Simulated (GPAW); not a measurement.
# Collinear magnetic orders of Co3 Ru3 Co3 0001 with GPAW, part 2 of 2

Wanted: the moments of Co3 Ru3 Co3 0001 and the energy of each order that was tried.

GPAW 26.7.0; PBE; plane waves with GPAW's PAW setups, scalar-relativistic.

So far. Step 2 (Order 1, typed as ferro ++++++): After 45 cycles the largest moment stands at 1.83 μB.

## (3) Start 2: antiferro +++---

Another pattern of signs weighs the neighbour shells otherwise.

Contents of order2.py:

```python
import json
import numpy as np
from ase import Atoms
from ase.parallel import paropen, parprint
from gpaw import GPAW

atoms = Atoms(['Co', 'Co', 'Co', 'Ru', 'Ru', 'Ru', 'Co', 'Co', 'Co'],
    cell=[[2.706, 0.0, 0.0],
         [-1.353, 2.343465, 0.0],
         [0.0, 0.0, 27.1859]],
    scaled_positions=[[0.0, 0.0, 0.220703],
         [0.333333, 0.666667, 0.285089],
         [0.0, 0.0, 0.349475],
         [0.333333, 0.666667, 0.421112],
         [0.0, 0.0, 0.5],
         [0.333333, 0.666667, 0.578888],
         [0.0, 0.0, 0.650525],
         [0.333333, 0.666667, 0.714911],
         [0.0, 0.0, 0.779297]],
    pbc=True,
    magmoms=[1.8, 1.8, 1.8, 0.0, 0.0, 0.0, -1.8, -1.8, -1.8])
atoms.calc = GPAW(mode={'name': 'pw', 'ecut': 450},
    xc='PBE',
    kpts={'size': (20, 20, 1), 'gamma': True},
    occupations={'name': 'fermi-dirac', 'width': 0.05},
    convergence={'density': 1e-05, 'energy': 1e-05},
    maxiter=250,
    mixer={'name': 'pulay', 'beta': 0.03, 'nmaxold': 8, 'weight': 100},
    symmetry={'tolerance': 1e-4},
    txt='order2.txt')
e = atoms.get_potential_energy(force_consistent=True)
res = {'free_energy': e, 'energy_sigma0': atoms.get_potential_energy(), 'fermi_energy': atoms.calc.get_fermi_level()}
res['moments'] = atoms.get_magnetic_moments().tolist()
res['total'] = atoms.get_magnetic_moment()
parprint('site moments (muB):', np.round(res['moments'], 3))
parprint(f"total moment: {res['total']:.3f} muB")
parprint(f'free energy: {e:.6f} eV')
atoms.calc.write('order2.gpw')
with paropen('results.json', 'w') as f:
    json.dump(res, f)
```

Run with:

```
> OMP_NUM_THREADS=1 mpirun -n 8 gpaw python order2.py > order2.log
```

Numbers of over 12 decimals in the logs are rounded to 6 here.

The log of the run:

```text
site moments (muB): [ 1.822  1.723  1.352 -0.022  0.     0.022 -1.352 -1.723 -1.822]
total moment: -0.000 muB
free energy: -73.783957 eV

--- order2.txt ---
Input parameters:
  mode=PW(ecut=450),
  convergence={'density': 1e-05, 'energy': 1e-05},
  kpts=MonkhorstPack(size=(20, 20, 1), gamma=True),
  maxiter=250,
  mixer=Pulay(name='pulay', nmaxold=8, beta=0.03, weight=100, sigma=0.015, g_ss=None),
  occupations=Occupations(name='fermi-dirac', width=0.05),
  symmetry=Symmetry(tolerance=0.0001),
  xc=XC(name='PBE')

Diagonalizing LCAO Hamiltonian
Converting LCAO to pw mode

       Co

        Co

       Co
        Ru

       Ru

        Ru

       Co
        Co

       Co

Atoms  # Å, Bohr magnetons
|   | symbol |         x |        y |         z |    initial magnetic moments |
|---|--------|-----------|----------|-----------|-----------------------------|
| 0 |     Co |  0.000000 | 0.000000 |  6.000010 | ( 0.0000,  0.0000,  1.8000) |
| 1 |     Co | -0.000001 | 1.562311 |  7.750401 | ( 0.0000,  0.0000,  1.8000) |
| 2 |     Co |  0.000000 | 0.000000 |  9.500792 | ( 0.0000,  0.0000,  1.8000) |
| 3 |     Ru | -0.000001 | 1.562311 | 11.448309 | ( 0.0000,  0.0000,  0.0000) |
| 4 |     Ru |  0.000000 | 0.000000 | 13.592950 | ( 0.0000,  0.0000,  0.0000) |
| 5 |     Ru | -0.000001 | 1.562311 | 15.737591 | ( 0.0000,  0.0000,  0.0000) |
| 6 |     Co |  0.000000 | 0.000000 | 17.685108 | ( 0.0000,  0.0000, -1.8000) |
| 7 |     Co | -0.000001 | 1.562311 | 19.435499 | ( 0.0000,  0.0000, -1.8000) |
| 8 |     Co |  0.000000 | 0.000000 | 21.185890 | ( 0.0000,  0.0000, -1.8000) |

Unit cell  # Å
| periodic |         x |        y |         z |   lengths |     angles |
|----------|-----------|----------|-----------|-----------|------------|
|      yes |  2.706000 | 0.000000 |  0.000000 |  2.706000 |  90.000000 |
|      yes | -1.353000 | 2.343465 |  0.000000 |  2.706000 |  90.000000 |
|      yes |  0.000000 | 0.000000 | 27.185900 | 27.185900 | 119.999997 |

Number of symmetries: 6

BZ-sampling:
  Number of BZ points: 400
  Number of IBZ points: 44

  Monkhorst-Pack size: [20, 20, 1]
  Monkhorst-Pack shift: [0.025, 0.025, 0.0]

Plane wave coefficients: 3771
Cutoff: 450.000000 eV

Spin-components: 2 (collinear spins)
Bands:           66
Projectors:      54
Spin-degeneracy: 1
Datatype:        complex128

Parallelization:
  kpt:    8
  domain: 1
  band:   1

Density:
  Valence electrons: 102.0
  Components: 2
  Grid points: [ 14  14 135]
  Charge: 0.0  # |e|

Potential:
  Grid points: [ 14  14 135]

[... setups left out ...]
Reference energy: -597151.634383  # eV

eigensolver:
  PPCG
  Converge bands: occupied
  niter=2

density mixing:
  Pulay-Mixer
  Linear mixing parameters: 0.03
  Old densities: 8
  Fourier metric: weight=100, sigma=0.015

occupation numbers:
  Fermi-Dirac:
    width: 0.0500  # eV

poisson solver:
  ecut: 3600.000000  # eV

xc functional:
  name: PBE with 2 nearest neighbor stencil

convergence criteria:
- Maximum integral of absolute [dens]ity change: 1e-05 electrons / valence electron
- Maximum [total energy] change in last 3 cyles: 1e-05 eV / valence electron
- Maximum integral of absolute [eigenst]ate change: 4e-08 eV^2 / valence electron
maximum number of iterations: 250

SCF iterations
|iter     |      energy | eigst |  dens |  magmom |
|---------|-------------|-------|-------|---------|
|iter:   1|       0s |  -87.276358 | +0.34 |       |  +0.0000|
|iter:   2|       9s | -156.955865 | +0.50 | -0.63 |  -0.0000|
|iter:   3|      18s |  -77.876698 | -0.29 | -0.43 |  -0.0000|
|iter:   4|      27s |  -76.140956 | -1.57 | -0.92 |  -0.0000|
|iter:   5|      37s |  -75.377354 | -1.89 | -1.06 |  +0.0000|
|iter:   6|      47s |  -74.507870 | -1.72 | -1.12 |  -0.0000|
|iter:   7|      56s |  -73.770230 | -1.36 | -1.21 |  +0.0000|
|iter:   8|      65s |  -73.698117 | -2.18 | -1.39 |  -0.0006|
|iter:   9|      75s |  -73.688137 | -3.12 | -1.47 |  +0.0004|
|iter:  10|      85s |  -73.655309 | -2.29 | -1.48 |  -0.0000|
[... 42 iterations left out ...]
|iter:  53|     456s |  -73.742742c| -7.93c| -4.40 |  -0.0000|
|iter:  54|     461s |  -73.742742c| -7.85c| -4.50 |  -0.0000|
|iter:  55|     466s |  -73.742741c| -7.61c| -4.63 |  -0.0000|
|iter:  56|     471s |  -73.742741c| -7.88c| -4.91 |  -0.0000|
|iter:  57|     476s |  -73.742741c| -8.27c| -4.93 |  -0.0000|
|iter:  58|     480s |  -73.742741c| -8.57c| -4.94 |  -0.0000|
|iter:  59|     485s |  -73.742741c| -8.88c| -4.94 |  -0.0000|
|iter:  60|     490s |  -73.742741c| -9.14c| -4.95 |  -0.0000|
|iter:  61|     494s |  -73.742741c| -9.11c| -4.99 |  -0.0000|
|iter:  62|     499s |  -73.742741c| -9.50c| -5.07c|  -0.0000|

Converged in 62 steps
Energy contributions relative to reference atoms: (reference = -597151.634383)

Energy contributions:
  Kinetic:          45.688494
  Coulomb:         -47.449958
  Zero:              0.931064
  External:          0.000000
  Xc:              -72.871125
  Entropy:          -0.082431
  Spinorbit:         0.000000
  ----------------------------
  Free energy:     -73.783957
  Extrapolated:    -73.742741

dipole moment: (-29.718009, -27.455736, -0.000085)  # |e|*Ang

Total magnetic moment: (0.000000, 0.000000, -0.000001)

Local magnetic moments
|        x |        y |         z |
|----------|----------|-----------|
| 0.000000 | 0.000000 |  1.822429 |  # Co   0
| 0.000000 | 0.000000 |  1.722649 |  # Co   1
| 0.000000 | 0.000000 |  1.351647 |  # Co   2
| 0.000000 | 0.000000 | -0.021756 |  # Ru   3
| 0.000000 | 0.000000 |  0.000000 |  # Ru   4
| 0.000000 | 0.000000 |  0.021756 |  # Ru   5
| 0.000000 | 0.000000 | -1.351648 |  # Co   6
| 0.000000 | 0.000000 | -1.722649 |  # Co   7
| 0.000000 | 0.000000 | -1.822429 |  # Co   8

Fermi level: 5.542
Eigenvalues  # (at kpt = [-0.000, -0.000, 0.000])
| band index |      eig [eV] | occ [0-1] |      eig [eV] | occ [0-1] |
|------------|---------------|-----------|---------------|-----------|
|          0 |       -67.543 |     1.000 |       -67.543 |     1.000 |
|        ... |               |           |               |           |
|         48 |         4.818 |     1.000 |         4.818 |     1.000 |
|         49 |         4.818 |     1.000 |         4.818 |     1.000 |
|         50 |         4.994 |     1.000 |         4.994 |     1.000 |
|         51 |         5.010 |     1.000 |         5.010 |     1.000 |
|         52 |         5.010 |     1.000 |         5.010 |     1.000 |
|         53 |         5.441 |     0.883 |         5.441 |     0.883 |
|         54 |         5.441 |     0.883 |         5.441 |     0.883 |
|         55 |         5.460 |     0.836 |         5.460 |     0.836 |
|         56 |         5.660 |     0.086 |         5.660 |     0.086 |
|         57 |         6.023 |     0.000 |         6.023 |     0.000 |
|         58 |         6.023 |     0.000 |         6.023 |     0.000 |
|         59 |         6.387 |     0.000 |         6.387 |     0.000 |
|         60 |         6.387 |     0.000 |         6.387 |     0.000 |
|         61 |         6.527 |     0.000 |         6.527 |     0.000 |
|         62 |         6.527 |     0.000 |         6.527 |     0.000 |
|         63 |         6.698 |     0.000 |         6.698 |     0.000 |
|        ... |               |           |               |           |
|         65 |         7.276 |     0.000 |         7.276 |     0.000 |

No gap
No difference between direct/indirect transitions
```

It took 8.8 min on 8 MPI ranks of Intel Xeon at 2.50GHz (Skylake/Cascade Lake), shared host; peak memory 2.2 GiB; 71 min of CPU time.

Spin moment in the augmentation sphere by atom:

```tsv
atom	spin moment in the augmentation sphere (μB)
Co1	1.82
Co2	1.72
Co3	1.35
Ru4	-0.02
Ru5	0.00
Ru6	0.02
Co7	-1.35
Co8	-1.72
Co9	-1.82
```

This step gave:

- magnetization: 0 μB
- final state: antiferromagnetic

It lies 1.32 meV a seeded atom under the first start, and its largest moment is 1.82 μB against 1.83 μB.

## (4) Run 3 (no spin polarisation)

This run holds no moments, which gives a state to set the others against.

nospin.py is the script of step 3 with these lines changed:

```diff
@@ -19,4 +19,3 @@
          [0.0, 0.0, 0.779297]],
-    pbc=True,
-    magmoms=[1.8, 1.8, 1.8, 0.0, 0.0, 0.0, -1.8, -1.8, -1.8])
+    pbc=True)
 atoms.calc = GPAW(mode={'name': 'pw', 'ecut': 450},
@@ -29,11 +28,7 @@
     symmetry={'tolerance': 1e-4},
-    txt='order2.txt')
+    txt='nospin.txt')
 e = atoms.get_potential_energy(force_consistent=True)
 res = {'free_energy': e, 'energy_sigma0': atoms.get_potential_energy(), 'fermi_energy': atoms.calc.get_fermi_level()}
-res['moments'] = atoms.get_magnetic_moments().tolist()
-res['total'] = atoms.get_magnetic_moment()
-parprint('site moments (muB):', np.round(res['moments'], 3))
-parprint(f"total moment: {res['total']:.3f} muB")
 parprint(f'free energy: {e:.6f} eV')
-atoms.calc.write('order2.gpw')
+atoms.calc.write('nospin.gpw')
 with paropen('results.json', 'w') as f:
```

Run with:

```
> OMP_NUM_THREADS=1 mpirun -n 8 gpaw python nospin.py > nospin.log
```

The log of the run:

```text
free energy: -72.273072 eV

--- nospin.txt ---
Input parameters:
  mode=PW(ecut=450),
  convergence={'density': 1e-05, 'energy': 1e-05},
  kpts=MonkhorstPack(size=(20, 20, 1), gamma=True),
  maxiter=250,
  mixer=Pulay(name='pulay', nmaxold=8, beta=0.03, weight=100, sigma=0.015, g_ss=None),
  occupations=Occupations(name='fermi-dirac', width=0.05),
  symmetry=Symmetry(tolerance=0.0001),
  xc=XC(name='PBE')

[...]
|        ... |               |           |
|         46 |         4.328 |     2.000 |
|         47 |         4.446 |     2.000 |
|         48 |         4.447 |     2.000 |
|         49 |         4.673 |     2.000 |
[...]
|         59 |         5.609 |     0.007 |
|         60 |         5.609 |     0.007 |
|         61 |         6.025 |     0.000 |
|        ... |               |           |
|         65 |         7.207 |     0.000 |

No gap
No difference between direct/indirect transitions

[key lines of the parts left out:]
Free energy:     -72.273072
Converged in 39 steps
dipole moment: (-29.708535, -27.471780, -0.000084)  # |e|*Ang
Fermi level: 5.329
```

The job ended after 3.3 min (8 MPI ranks; peak memory 2 GiB).

Numbers from this step:

```yaml
final_state: non-magnetic (no spin polarisation)
```

It lies 250 meV a seeded atom over the first start.

## (5) Energies of the orders

These are free energies at a smearing of 0.05 eV, so its entropy term is in the differences. They are divided by the number of seeded atoms, so that cells of unlike size compare.

Orders:

```tsv
start	final state	typed order kept	energy over the lowest (meV a seeded atom)	largest site moment (μB)	net moment (μB a primitive cell)	mesh matched	CPU time (s)
ferro ++++++	ferromagnetic	yes	1.323	1.83	9.677	yes	3504
antiferro +++---	antiferromagnetic	yes	0	1.822	0	yes	4235
no spin polarisation	non-magnetic	-	251.8	0	0	yes	1557
```

## (6) Summary of results

| Quantity | Value |
| --- | --- |
| lowest state found | antiferromagnetic (typed antiferro +++---) |
| largest site moment | 1.82 μB |
| next state | ferromagnetic, 1.32 meV a seeded atom higher |
| energy gained by spin polarisation | 252 meV a seeded atom |

**Reading.** The lowest state found is antiferromagnetic, reached from the start antiferro +++---, with moments up to 1.82 μB. The two lowest states lie so close that the mesh, the functional or spin–orbit coupling could swap them. Only 3 starts are shown; other collinear patterns, canted and longer-period orders are not.

[Logs and program files are shortened in this print: banners, set-up blocks, solver, clock and traceback lines can be left out without a mark of their own.]

[Logs are printed without paths, hosts, clocks, repeated set-up lines and the standing remarks that a program may print on its own settings, such as how far it seeks lower states.]

[Hosts, paths, dates, database ids (printed as entryN), source tags and the programs' standing remarks are cut or masked in the printed files.]

[Where a cell is said to come from a database of computed structures, the database is the Materials Project.]
